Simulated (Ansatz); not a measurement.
## TiTe2 (model cell, started as fluorite): from the cell to its phonons

How does TiTe2 (model cell, started as fluorite) vibrate, and is this structure a minimum?

Program: Ansatz 0.2.0. Level of theory: DFT r2SCAN, scalar-relativistic, plane waves, PAW. Results are calculated unless marked as measured.

The structure was built from a prototype and need not be the compound's stable phase.

**1. The starting structure**

It takes space group Fm-3m (No. 225, cubic). The conventional cell has a = 6.696 Å, b = 6.696 Å, c = 6.696 Å, α = 90.00°, β = 90.00°, γ = 90.00°. Ti has 8 Te at 2.90 Å nearest. Te has 4 Ti at 2.90 Å nearest. Farther neighbours and most contacts between anions are not listed.

As a file:

```cif
data_structure
_symmetry_space_group_name_H-M 'P 1'
_symmetry_Int_Tables_number 1
_cell_length_a 4.7348
_cell_length_b 4.7348
_cell_length_c 4.7348
_cell_angle_alpha 60.000
_cell_angle_beta 60.000
_cell_angle_gamma 60.000
_cell_volume 75.06
loop_
_atom_site_label
_atom_site_type_symbol
_atom_site_fract_x
_atom_site_fract_y
_atom_site_fract_z
_atom_site_occupancy
Ti1 Ti 0.00000 0.00000 0.00000 1
Te2 Te 0.25000 0.25000 0.25000 1
Te3 Te 0.75000 0.75000 0.75000 1
```

**2. Relaxation**

The cell and atoms are relaxed, since residual forces and stress would shift the frequencies.

Input file input.yaml:

```yaml
crystal:
  lattice:
    - [0.0, 3.348, 3.348]
    - [3.348, 0.0, 3.348]
    - [3.348, 3.348, 0.0]
  atoms:
    - { symbol: Ti, position: [0.0, 0.0, 0.0] }
    - { symbol: Te, position: [0.25, 0.25, 0.25] }
    - { symbol: Te, position: [0.75, 0.75, 0.75] }
kpoints:
  mp_grid: { grid: [10, 10, 10] }
hamiltonian:
  xc: r2scan
scf:
  occupations: { method: gaussian, width: 0.1 }
output:
  forces: true
  stress: true
  eigenvalues: true
  write_density: true
  write_potential: true
  elf: true
  volumetric_format: npy
relax:
  adjacent_minimum: "off"
  f_tol: 0.005
  max_steps: 80
  cell: { stress_tol: 0.05 }
```

Run with:

```
$ ansatz run input.yaml --threads 4 --pin off --max-ram 7168MiB --backend cpu --events-out ev --progress --plain --runs-dir out
```

Numbers of over 12 decimals in the logs are rounded to 6 here.

The log of the run:

```text
Engine: ansatz 0.2.0, aarch64-unknown-linux-gnu
Pseudopotentials: kind: paw
Pseudopotential: Ti, paw, valence charge 12, recommended cutoff 500 eV (meta_gga), Ti.paw.azcp
Pseudopotential: Te, paw, valence charge 16, recommended cutoff 500 eV (meta_gga), Te.paw.azcp
Functional definition: r2SCAN
  parameter k0 = 0.174
  parameter k1 = 0.065
  parameter a1 = 4.9479
  exchange = r2scan_x(k0 = k0, k1 = k1, a1 = a1)
  correlation = r2scan_c
Crystal: 3 atoms, lattice volume = 75.056 Å³
Basis set: ecut = 500 eV, 1917 PW (Γ), exchange–correlation on 144×144×144 points (64 copies of the dense FFT grid, shifted against one another)
Bands: 27, of which v1, the nominal top of the filled ones, is band 22 counted from 1 (21 counted from 0)
Symmetry: 48 space group operations
Space group: Fm-3m (ITA 225), of the structure as read, at distance tolerance 4.2e-5 Å
k-points: 47 of 1000
Non-local potential: Ti, projectors of the file, l = 0: 3, l = 1: 2, l = 2: 3, l = 3: 1
Non-local potential: Te, projectors of the file, l = 0: 2, l = 1: 2, l = 2: 2, l = 3: 2
PAW form: soft (Blöchl's): semilocal exchange-correlation on the pseudo side does not see the compensation charge
PAW frozen core: Ti, regenerated for the run's functional (the file was generated under x = pbe(κ = 0.804, μ = 0.219515), c = pbe(β = 0.066725))
PAW frozen core: Te, regenerated for the run's functional (the file was generated under x = pbe(κ = 0.804, μ = 0.219515), c = pbe(β = 0.066725))
PAW one-centre angular grid: Ti, 590 points (default); XC on 160 Gauss nodes
PAW one-centre angular grid: Te, 590 points (default); XC on 160 Gauss nodes
Initial density: superposition of atomic densities (neutral atoms: chi_scale 0, normalization atom), corrected by the library's trained network
Initial wavefunctions: pseudopotential atomic-orbital guess
Functional: x = r2scan, c = r2scan; τ floored in thin density (d = 2e-4 eV/Å³)
SCF iter   1: F=—  HF=-16494.969265 eV  |F-HF|=—  |Δ(HF+E_count)|=         —  Δρ=1.56e-2  dr2=3.13e-1  dr2_τ=1.62e-2  ethr=1.77e-3  ⟨swp⟩=5.7  Hψ=5543  notcnv=0
preconditioner: auto → LDOS  [metal: Δε(μ)=0.024 eV  Ē_g=7.191 eV  σ=0.100 eV  W_gap=0.14  n_scr=14 (ndim 8)  ℏωp=17.1 eV  f_vac=0.036  D(μ)=3.99/eV (n_scr^D=26)  β→1.0]
SCF iter   2: F=—  HF=-16495.001689 eV  |F-HF|=—  |Δ(HF+E_count)|=   3.24e-2  Δρ=5.12e-3  dr2=1.03e-2  dr2_τ=5.88e-3  ethr=7.10e-4  ⟨swp⟩=2.4  Hψ=2036  notcnv=0
SCF iter   3: F=—  HF=-16495.007445 eV  |F-HF|=—  |Δ(HF+E_count)|=   5.76e-3  Δρ=2.50e-3  dr2=8.04e-3  dr2_τ=1.05e-4  ethr=2.33e-5  ⟨swp⟩=2.0  Hψ=2538  notcnv=0
SCF iter   4: F=—  HF=-16495.007020 eV  |F-HF|=—  |Δ(HF+E_count)|=   4.25e-4  Δρ=9.52e-4  dr2=1.07e-3  dr2_τ=4.94e-6  ethr=1.83e-5  ⟨swp⟩=1.3  Hψ=1283  notcnv=0
SCF iter   5: F=—  HF=-16495.006915 eV  |F-HF|=—  |Δ(HF+E_count)|=   1.05e-4  Δρ=1.87e-4  dr2=4.35e-5  dr2_τ=7.00e-7  ethr=2.43e-6  ⟨swp⟩=1.7  Hψ=1407  notcnv=0
SCF iter   6: F=—  HF=-16495.006923 eV  |F-HF|=—  |Δ(HF+E_count)|=   7.67e-6  Δρ=5.23e-5  dr2=3.35e-6  dr2_τ=2.47e-8  ethr=9.89e-8  ⟨swp⟩=2.1  Hψ=1594  notcnv=0
SCF iter   7: F=—  HF=-16495.006923 eV  |F-HF|=—  |Δ(HF+E_count)|=   2.00e-7  Δρ=1.05e-5  dr2=1.63e-7  dr2_τ=1.98e-9  ethr=7.61e-9  ⟨swp⟩=2.1  Hψ=1669  notcnv=0
SCF iter   8: F=-16495.006923 eV  HF=-16495.006923 eV  |F-HF|=1.46e-10  |Δ(HF+E_count)|=   7.48e-9  Δρ=1.38e-6  dr2=1.97e-9  dr2_τ=7.52e-11  ethr=2.27e-10  ⟨swp⟩=9.5  Hψ=7816  notcnv=0
SCF 1 converged in 8 iterations: F = -16495.006923 eV  dr2 = 1.97e-9
  greatest PAW one-centre occupation: 1.001 electrons in one spin orbital (limit 2), on the Ti atom at site 0 (counted from 0), in its partial waves of l = 1
relax step   1: F+E_penalty+E_count = -16495.00692313 eV  Δ(F+E_penalty+E_count) = +0.000e0 eV  max|allowed force component| = 1.446e-18 eV/Å  Δτ_max = 0.0000 Å  P = +6.210 GPa  Ω = 75.056 Å³  (8 SCF iters, dr2 threshold 1.00e-7 eV, accepted)
Crystal: 3 atoms, lattice volume = 86.577 Å³
Basis set: ecut = 500 eV, 2133 PW (Γ), exchange–correlation on 144×144×144 points (64 copies of the dense FFT grid, shifted against one another)
Initial density: handed on by an earlier stage of this run
Initial wavefunctions: those handed on with the density
SCF iter   1: F=—  HF=-16494.723722 eV  |F-HF|=—  |Δ(HF+E_count)|=         —  Δρ=2.60e-2  dr2=1.40e0  dr2_τ=3.59e-1  ethr=3.10e-3  ⟨swp⟩=5.7  Hψ=5061  notcnv=0
preconditioner: auto → LDOS  [metal: Δε(μ)=0.035 eV  Ē_g=6.479 eV  σ=0.100 eV  W_gap=0.19  n_scr=14 (ndim 8)  ℏωp=16.0 eV  f_vac=0.070  D(μ)=2.95/eV (n_scr^D=14)  β→1.0]
SCF iter   2: F=—  HF=-16495.056831 eV  |F-HF|=—  |Δ(HF+E_count)|=   3.33e-1  Δρ=1.27e-2  dr2=2.13e-1  dr2_τ=2.99e-2  ethr=3.10e-3  ⟨swp⟩=2.0  Hψ=1825  notcnv=0
SCF iter   3: F=—  HF=-16495.060711 eV  |F-HF|=—  |Δ(HF+E_count)|=   3.88e-3  Δρ=4.69e-3  dr2=3.04e-2  dr2_τ=4.20e-4  ethr=4.84e-4  ⟨swp⟩=2.1  Hψ=1741  notcnv=0
SCF iter   4: F=—  HF=-16495.061203 eV  |F-HF|=—  |Δ(HF+E_count)|=   4.92e-4  Δρ=1.92e-3  dr2=3.78e-3  dr2_τ=2.87e-4  ethr=6.90e-5  ⟨swp⟩=3.0  Hψ=2529  notcnv=0
SCF iter   5: F=—  HF=-16495.060564 eV  |F-HF|=—  |Δ(HF+E_count)|=   6.39e-4  Δρ=8.06e-4  dr2=7.72e-4  dr2_τ=1.57e-5  ethr=8.59e-6  ⟨swp⟩=2.2  Hψ=2272  notcnv=0
SCF iter   6: F=—  HF=-16495.060460 eV  |F-HF|=—  |Δ(HF+E_count)|=   1.04e-4  Δρ=1.65e-4  dr2=3.12e-5  dr2_τ=4.60e-7  ethr=1.75e-6  ⟨swp⟩=1.8  Hψ=1513  notcnv=0
SCF iter   7: F=—  HF=-16495.060460 eV  |F-HF|=—  |Δ(HF+E_count)|=   2.00e-7  Δρ=1.81e-5  dr2=2.20e-7  dr2_τ=7.90e-9  ethr=6.82e-10  ⟨swp⟩=8.9  Hψ=9992  notcnv=0
SCF iter   8: F=-16495.060460 eV  HF=-16495.060461 eV  |F-HF|=1.14e-8  |Δ(HF+E_count)|=   8.59e-8  Δρ=4.86e-6  dr2=1.81e-8  dr2_τ=1.47e-9  ethr=5.01e-10  ⟨swp⟩=6.3  Hψ=8486  notcnv=0
SCF 2 converged in 8 iterations: F = -16495.060460 eV  dr2 = 1.81e-8
  greatest PAW one-centre occupation: 1.000 electrons in one spin orbital (limit 2), on the Ti atom at site 0 (counted from 0), in its partial waves of l = 1
relax step   2: F+E_penalty+E_count = -16495.06046049 eV  Δ(F+E_penalty+E_count) = -5.354e-2 eV  max|allowed force component| = 7.132e-18 eV/Å  Δτ_max = 0.0000 Å  P = -3.448 GPa  Ω = 86.577 Å³  energy of the carried Pulay correction = -2.742e-3 eV  (8 SCF iters, dr2 threshold 3.00e-7 eV, accepted)
Crystal: 3 atoms, lattice volume = 82.080 Å³
Basis set: ecut = 500 eV, 2085 PW (Γ), exchange–correlation on 144×144×144 points (64 copies of the dense FFT grid, shifted against one another)
iter 1 solved again at ethr=4.35e-4 eV; its pass at ethr=3.10e-3 eV (dr2=1.91e-1 eV) is discarded
SCF iter   1: F=—  HF=-16495.072786 eV  |F-HF|=—  |Δ(HF+E_count)|=         —  Δρ=1.00e-2  dr2=1.91e-1  dr2_τ=4.59e-2  ethr=4.35e-4  ⟨swp⟩=1.0  Hψ=6957  notcnv=0
preconditioner: auto → LDOS  [metal: Δε(μ)=0.038 eV  Ē_g=6.472 eV  σ=0.100 eV  W_gap=0.21  n_scr=14 (ndim 8)  ℏωp=16.4 eV  f_vac=0.046  D(μ)=5.79/eV (n_scr^D=58)  β→1.0]
SCF iter   2: F=—  HF=-16495.116363 eV  |F-HF|=—  |Δ(HF+E_count)|=   4.36e-2  Δρ=2.90e-3  dr2=8.04e-3  dr2_τ=2.52e-3  ethr=4.34e-4  ⟨swp⟩=2.0  Hψ=1717  notcnv=0
SCF iter   3: F=—  HF=-16495.118109 eV  |F-HF|=—  |Δ(HF+E_count)|=   1.75e-3  Δρ=1.25e-3  dr2=1.97e-3  dr2_τ=1.29e-5  ethr=1.83e-5  ⟨swp⟩=3.0  Hψ=2305  notcnv=0
SCF iter   4: F=—  HF=-16495.118413 eV  |F-HF|=—  |Δ(HF+E_count)|=   3.04e-4  Δρ=4.17e-4  dr2=1.67e-4  dr2_τ=1.24e-6  ethr=4.48e-6  ⟨swp⟩=2.9  Hψ=2391  notcnv=0
SCF iter   5: F=—  HF=-16495.118331 eV  |F-HF|=—  |Δ(HF+E_count)|=   8.18e-5  Δρ=1.09e-4  dr2=1.60e-5  dr2_τ=2.27e-7  ethr=3.79e-7  ⟨swp⟩=2.0  Hψ=2261  notcnv=0
SCF iter   6: F=—  HF=-16495.118330 eV  |F-HF|=—  |Δ(HF+E_count)|=   1.36e-6  Δρ=2.42e-5  dr2=8.38e-7  dr2_τ=5.19e-9  ethr=3.65e-8  ⟨swp⟩=2.5  Hψ=2302  notcnv=0
SCF iter   7: F=-16495.118330 eV  HF=-16495.118330 eV  |F-HF|=8.24e-9  |Δ(HF+E_count)|=   5.62e-8  Δρ=3.37e-6  dr2=1.40e-8  dr2_τ=1.46e-10  ethr=6.82e-10  ⟨swp⟩=10.3  Hψ=8661  notcnv=0
SCF 3 converged in 7 iterations: F = -16495.118330 eV  dr2 = 1.40e-8
relax step   3: F+E_penalty+E_count = -16495.11832986 eV  Δ(F+E_penalty+E_count) = -5.787e-2 eV  max|allowed force component| = 4.770e-18 eV/Å  Δτ_max = 0.0000 Å  P = -0.484 GPa  Ω = 82.080 Å³  energy of the carried Pulay correction = -1.720e-3 eV  (7 SCF iters, dr2 threshold 3.00e-7 eV, accepted)
[...]
relax step   4: F+E_penalty+E_count = -16495.11945758 eV  Δ(F+E_penalty+E_count) = -1.128e-3 eV  max|allowed force component| = 3.879e-18 eV/Å  Δτ_max = 0.0000 Å  P = +0.039 GPa  Ω = 81.389 Å³  energy of the carried Pulay correction = -1.557e-3 eV  (6 SCF iters, dr2 threshold 3.00e-7 eV, accepted)
[...]
relax step   5: F+E_penalty+E_count = -16495.12133269 eV  Δ(F+E_penalty+E_count) = -1.875e-3 eV  max|allowed force component| = 3.927e-18 eV/Å  Δτ_max = 0.0000 Å  P = +0.054 GPa  Ω = 81.389 Å³  stress off target by 5.43e-2 GPa  SCF on the basis re-selected at this cell (its energy is not comparable with the rows above)  (7 SCF iters)
[...]
relax step   6: F+E_penalty+E_count = -16495.12132710 eV  Δ(F+E_penalty+E_count) = +5.593e-6 eV  max|allowed force component| = 5.517e-18 eV/Å  Δτ_max = 0.0000 Å  P = -0.000 GPa  Ω = 81.460 Å³  energy of the carried Pulay correction = -1.751e-5 eV  (5 SCF iters, dr2 threshold 7.38e-9 eV, accepted)
iter 1 solved again at ethr=1.58e-7 eV; its pass at ethr=3.10e-3 eV (dr2=6.94e-5 eV) is discarded
SCF iter   1: F=—  HF=-16495.121345 eV  |F-HF|=—  |Δ(HF+E_count)|=         —  Δρ=2.66e-6  dr2=5.26e-9  dr2_τ=1.51e-9  ethr=1.58e-7  ⟨swp⟩=2.8  Hψ=8457  notcnv=0
eigensolver tolerance schedule: the retry pair's looser diagonalisation over-reported the residual by 13189.46 of it (diagonalisation noise at 2.04 of the residual, at the tolerance the schedule requests for it); recorded, not acted on — ethr = c·dr2/N_el stays at c = 1.0e-1
preconditioner: auto → LDOS  [metal: Δε(μ)=0.046 eV  Ē_g=6.562 eV  σ=0.100 eV  W_gap=0.25  n_scr=14 (ndim 8)  ℏωp=16.5 eV  f_vac=0.051  D(μ)=5.19/eV (n_scr^D=58)  β→1.0]
SCF iter   2: F=—  HF=-16495.121345 eV  |F-HF|=—  |Δ(HF+E_count)|=   2.18e-7  Δρ=1.33e-6  dr2=1.72e-9  dr2_τ=1.48e-10  ethr=1.20e-11  ⟨swp⟩=3.9  Hψ=3076  notcnv=0
SCF iter   3: F=—  HF=-16495.121345 eV  |F-HF|=—  |Δ(HF+E_count)|=  4.73e-10  Δρ=6.27e-7  dr2=4.83e-10  dr2_τ=1.67e-11  ethr=3.91e-12  ⟨swp⟩=2.0  Hψ=2003  notcnv=0
SCF iter   4: F=—  HF=-16495.121345 eV  |F-HF|=—  |Δ(HF+E_count)|=  1.46e-11  Δρ=3.51e-7  dr2=1.85e-10  dr2_τ=6.18e-12  ethr=1.10e-12  ⟨swp⟩=2.0  Hψ=1651  notcnv=0
SCF iter   5: F=-16495.121345 eV  HF=-16495.121345 eV  |F-HF|=1.09e-11  |Δ(HF+E_count)|=  3.64e-12  Δρ=1.06e-7  dr2=6.02e-12  dr2_τ=1.87e-12  ethr=1.00e-12  ⟨swp⟩=5.5  Hψ=5830  notcnv=0
SCF 7 converged in 5 iterations: F = -16495.121345 eV  dr2 = 6.02e-12
relax step   7: F+E_penalty+E_count = -16495.12134475 eV  Δ(F+E_penalty+E_count) = -1.765e-5 eV  max|allowed force component| = 4.843e-18 eV/Å  Δτ_max = 0.0000 Å  P = -0.000 GPa  Ω = 81.460 Å³  stress off target by 4.97e-4 GPa  SCF on the basis re-selected at this cell (its energy is not comparable with the rows above)  (5 SCF iters)
basis re-selected at this cell: Δ(F+E_penalty+E_count) = -1.765e-5 eV, ΔP = -0.000 GPa vs the last step (what re-selecting the basis moved, of the pressure what is left beyond the Pulay correction that the steps carried, after the strain that the cell walked since its last selection, with what the two solves' SCF thresholds leave and, on support functions, any second-order correction that the steps lacked; it is no m [...]
SCF converged after 5 iterations
Free energy (F): -16495.121345 eV
Harris-Foulkes:  -16495.121345 eV  (|F-HF|=1.09e-11)
Internal energy: -16495.095372 eV  (E = F + TS)
E sigma→0 (E₀):  -16495.108358 eV
Entropy (-TS):   -0.025973 eV (-8.658 meV/atom)
Fermi energy:    10.819056 eV
--- Per-component energies (eV) ---
  E_band       = -705.356793
  E_kinetic    = 632.410356
  E_local      = -3346.362554  (includes V_loc(G=0)·N_el)
  E_nonlocal   = -611.552005
  E_hartree    = 1958.487472
  E_xc         = -323.372533
  E_vxc        = -356.142090  (∫ρ·V_xc dr)
  E_paw        = -10429.947178  (= ΣΔE_a)
  E_vpaw       = -963.350558  (= ΣTr[D̂ρ^β])
  E_aug_tail   = 0.000011  (compensation charges beyond the density's cutoff)
  E_vtau       = 22.665239  (kinetic-family band-sum trace: ∫τ·v_τ [+ j·A + Jᵃ·Aᵃ] dr)
  E_ewald      = -4375.075195
  E_core_change = 0.316254  (= ΣΔE_core)
  E_smearing   = -0.025973  (= −TS)
  E_closure    = 0.000000  (closes the sum)
  Σ components = -16495.121345   (vs F -16495.121345, Δ=0.00e0)
--- Forces (eV/Å), atoms counted from 1 ---
  atom   1  Ti    -0.00000000     0.00000000    -0.00000000
  atom   2  Te     0.00000000    -0.00000000    -0.00000000
  atom   3  Te     0.00000000     0.00000000     0.00000000
  max |Σ_I F_I| component: 3.47e-18 eV/Å
--- Stress (GPa, compression-positive) ---
       -0.000497      -0.000000      -0.000000
       -0.000000      -0.000497      -0.000000
       -0.000000      -0.000000      -0.000497
  P = ⅓ Tr σ = -0.0005 GPa (-0.005 kbar)
--- Band table (eV; the first three rows and the last of 47) ---
  k-point 0: bands = [... 18 lower, 6.1658, 10.3675, 10.3675, 10.3675, 10.7329, 10.7329, 12.8483, 12.8483, ... 1 higher]
  k-point 1: bands = [... 18 lower, 6.3575, 9.8904, 9.8904, 9.9786, 11.0405, 11.0405, 12.4825, 12.7501, ... 1 higher]
  k-point 2: bands = [... 18 lower, 6.8135, 9.1934, 9.2409, 9.2409, 11.1678, 11.1678, 11.9930, 12.7117, ... 1 higher]
  k-point 46: bands = [... 18 lower, 7.1202, 8.2631, 9.4944, 10.9627, 11.2129, 11.7560, 12.0715, 12.0805, ... 1 higher]
--- Relaxed structure (5 steps of the walk, 5 accepted, 2 SCFs on fresh bases) ---
  F+E_penalty+E_count = -16495.12134475 eV   max|allowed force component| = 4.843e-18 eV/Å   (the final SCF, on the basis selected at the relaxed cell)
  cell:  # Å, volume = 81.4601 Å³
    - [0, 3.440633, 3.440633]
    - [3.440633, 0, 3.440633]
    - [3.440633, 3.440633, 0]
  atoms:
    - { symbol: Ti, position: [0, 0, 0] }
    - { symbol: Te, position: [0.25, 0.25, 0.25] }
    - { symbol: Te, position: [0.75, 0.75, 0.75] }
```

The job ended after 47 s (4 threads of Arm Neoverse N1, shared host; peak memory 0.68 GiB; 3 min of CPU time).

Relaxation path:

```tsv
step	energy less that of the first step (eV)	largest force component (eV/Å)	pressure (GPa)	volume (Å³)
1	0.0000	0.0000	6.21	75.06
2	-0.0535	0.0000	-3.45	86.58
3	-0.1114	0.0000	-0.48	82.08
4	-0.1125	0.0000	0.04	81.39
5*	-0.1144	0.0000	0.05	81.39
6	-0.1144	0.0000	0.00	81.46
7*	-0.1144	0.0000	0.00	81.46
```

Relaxation steps marked * repeat the geometry before them on a plane-wave basis chosen anew for their cell, so energy and pressure can jump there.

The run keeps the 48 symmetry operations that it works with, so distortions that break them were not tested.

```tsv
conventional cell, symmetrised	before	after	change
a (Å)	6.696	6.881	+2.8 %
b (Å)	6.696	6.881	+2.8 %
c (Å)	6.696	6.881	+2.8 %
volume (Å³/atom)	25.02	27.15	+8.5 %
```

The relaxed structure:

```xyz
3
Lattice="0.0000 3.4406 3.4406 3.4406 0.0000 3.4406 3.4406 3.4406 0.0000" Properties=species:S:1:pos:R:3 pbc="T T T"
Ti    0.0000    0.0000    0.0000
Te    1.7203    1.7203    1.7203
Te    5.1609    5.1609    5.1609
```

This step gave:

* pressure: -4.97e-4 GPa
* volume per atom: 27.15 Å³
* gap on the k-mesh: 0 eV

Electrostatic potential energy in the ac plane of a cell with a along [110], b along [-110] and c along [001] of the cube at fractional y = 0.000, with atoms of Ti and Te within 0.2 Å of it. With pseudopotentials it is smooth inside the atoms' cores, unlike the true potential.

Ten even steps from '0' (-26 eV) to '9' (47 eV), each cell a mean:
```
002455555542000134555554300
013444334443100244433344420
334432332344333444323234443
445424884245444543269623454
555426996245555543399933555
555424884245555553279623555
555532332355555554323234555
555544334455555555433345555
555555555555555555555555555
555555555555555555555555555
555554444555555555544455555
555543223455555554322234555
555433553345555554246424555
555426995245555553389833555
555426995245555543389833455
444433663344444444246424444
134443223444212344322234432
003444444442000144444444410
002455555541000034555554300
```
Columns run along a (9.7 Å; values clipped at the 3rd and 97th percentile), rows up along c (6.9 Å), edges of the conventional cell, whose origin can differ from the input's. Atoms in or near the plane, at fractional coordinates: Ti at (0.00, 0.00), Ti at (0.50, 0.00), Te at (0.25, 0.25), Te at (0.75, 0.25), Te at (0.25, 0.75), Te at (0.75, 0.75).

ELF in the ac plane of a cell with a along [110], b along [-110] and c along [001] of the cube at fractional y = 0.000, with atoms of Ti and Te within 0.2 Å of it. It is the smooth field of the valence electrons, not physical close to the nuclei.

Values, 10 rows by 16 columns, each cell a mean:
```
0.48 0.34 0.44 0.49 0.47 0.49 0.31 0.50 0.48 0.34 0.44 0.49 0.47 0.49 0.31 0.50
0.10 0.38 0.67 0.37 0.30 0.60 0.52 0.13 0.10 0.38 0.67 0.37 0.30 0.60 0.52 0.13
0.08 0.42 0.54 0.14 0.09 0.45 0.53 0.13 0.08 0.42 0.54 0.14 0.09 0.45 0.53 0.13
0.04 0.25 0.53 0.43 0.40 0.54 0.35 0.06 0.04 0.25 0.53 0.43 0.40 0.54 0.35 0.06
0.01 0.06 0.23 0.35 0.37 0.27 0.09 0.02 0.01 0.06 0.23 0.35 0.37 0.27 0.09 0.02
0.02 0.09 0.32 0.44 0.44 0.37 0.15 0.02 0.02 0.09 0.32 0.44 0.44 0.37 0.15 0.02
0.05 0.29 0.55 0.36 0.30 0.51 0.41 0.08 0.05 0.29 0.55 0.36 0.30 0.51 0.41 0.08
0.08 0.44 0.56 0.15 0.08 0.46 0.56 0.13 0.08 0.44 0.56 0.15 0.08 0.46 0.56 0.13
0.20 0.34 0.66 0.46 0.41 0.65 0.46 0.19 0.20 0.34 0.66 0.46 0.41 0.65 0.46 0.19
0.41 0.38 0.33 0.41 0.40 0.39 0.27 0.51 0.41 0.38 0.33 0.41 0.40 0.39 0.27 0.51
```
Columns run along a (9.7 Å), rows up along c (6.9 Å), edges of the conventional cell, whose origin can differ from the input's. Atoms in or near the plane, at fractional coordinates: Ti at (0.00, 0.00), Ti at (0.50, 0.00), Te at (0.25, 0.25), Te at (0.75, 0.25), Te at (0.25, 0.75), Te at (0.75, 0.75).

[end of part 1 of 2]

[Logs are printed without paths, hosts, clocks, repeated set-up lines and the standing remarks that a program may print on its own settings, such as how far it seeks lower states.]

[Hosts, paths, dates, database ids (printed as entryN), source tags and the programs' standing remarks are cut or masked in the printed files.]
